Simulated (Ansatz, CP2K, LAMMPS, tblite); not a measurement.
# Which run comes nearest? Glassy B2O3 (100 atoms)

Density of this cell: 2.02 g/cm³. The cell holds 100 atoms: 40 B and 60 O. Its edges and angles: a = 10.452 Å, b = 10.452 Å, c = 10.452 Å, α = 90.0°, β = 90.0°, γ = 90.0°. 100 atoms (40 B, 60 O) placed at random at 1.93 g/cm³, melted at 3000 K for 20 ps at fixed volume with the Buckingham and Coulomb pair potential of Guillot and Sator (Geochim. Cosmochim. Acta 71, 1249 (2007)) with the boron terms of Wang et al. (J. Non-Cryst. Solids 498, 294 (2018)). Quenched from 3000 K to 300 K at 100 K/ps and fixed volume, held 10 ps at zero pressure.

Geometry: as built.

The reference, a calculation:

- method: Kohn-Sham DFT, PBE, PAW, plane waves (Ansatz 0.2.0); cutoff 420 eV, Γ point, fermi-dirac smearing of 0.05 eV; PAW set soft_2
- r.m.s. force component: 0.8605 eV/Å
- longest force: 3.15 eV/Å
- pressure: -8.444 GPa
- gap (highest filled to lowest empty level): 4.546 eV
- SCF cycles: 9
- time: 14 s on 4 threads of Arm Neoverse V2, shared host
- CPU time: 55 s

Runs, in no order:
A. tblite GFN1-xTB: GFN1-xTB tight binding, diagonalisation
B. CP2K PBE, SZV-MOLOPT-SR, 600/50 Ry, OT DIIS: Kohn-Sham DFT, PBE, GTH-PBE pseudopotentials, Gaussian and plane waves, SZV-MOLOPT-SR-GTH, orbital transformation
C. CP2K PBE, DZVP-MOLOPT-SR, 300/50 Ry, OT DIIS: Kohn-Sham DFT, PBE, GTH-PBE pseudopotentials, Gaussian and plane waves, DZVP-MOLOPT-SR-GTH, orbital transformation
D. CP2K PBE, DZVP-MOLOPT-SR, 600/50 Ry, OT DIIS: Kohn-Sham DFT, PBE, GTH-PBE pseudopotentials, Gaussian and plane waves, DZVP-MOLOPT-SR-GTH, orbital transformation

Q: Order them from the smallest to the largest r.m.s. force difference.

D, C, A, B.

| run | Δ force, r.m.s. (meV/Å) | share of r.m.s. force (%) | CPU time |
| --- | --- | --- | --- |
| D. CP2K PBE, DZVP-MOLOPT-SR, 600/50 Ry, OT DIIS | 72.7 | 8.45 | 7.6 min |
| C. CP2K PBE, DZVP-MOLOPT-SR, 300/50 Ry, OT DIIS | 110 | 12.7 | 5.9 min |
| A. tblite GFN1-xTB | 238 | 27.6 | 2.2 s |
| B. CP2K PBE, SZV-MOLOPT-SR, 600/50 Ry, OT DIIS | 633 | 73.5 | 4.6 min |

Periodic xTB results under one method name differ between programs and library versions. The network of bonds at the start is that of the classical potential that made the cell, and needn't be the one that DFT or experiment would give. The electronic-structure runs sample only Γ, in a cell whose shortest periodic width is 10 Å.

[Hosts, paths, dates, database ids (printed as entryN), source tags and the programs' standing remarks are cut or masked in the printed files.]
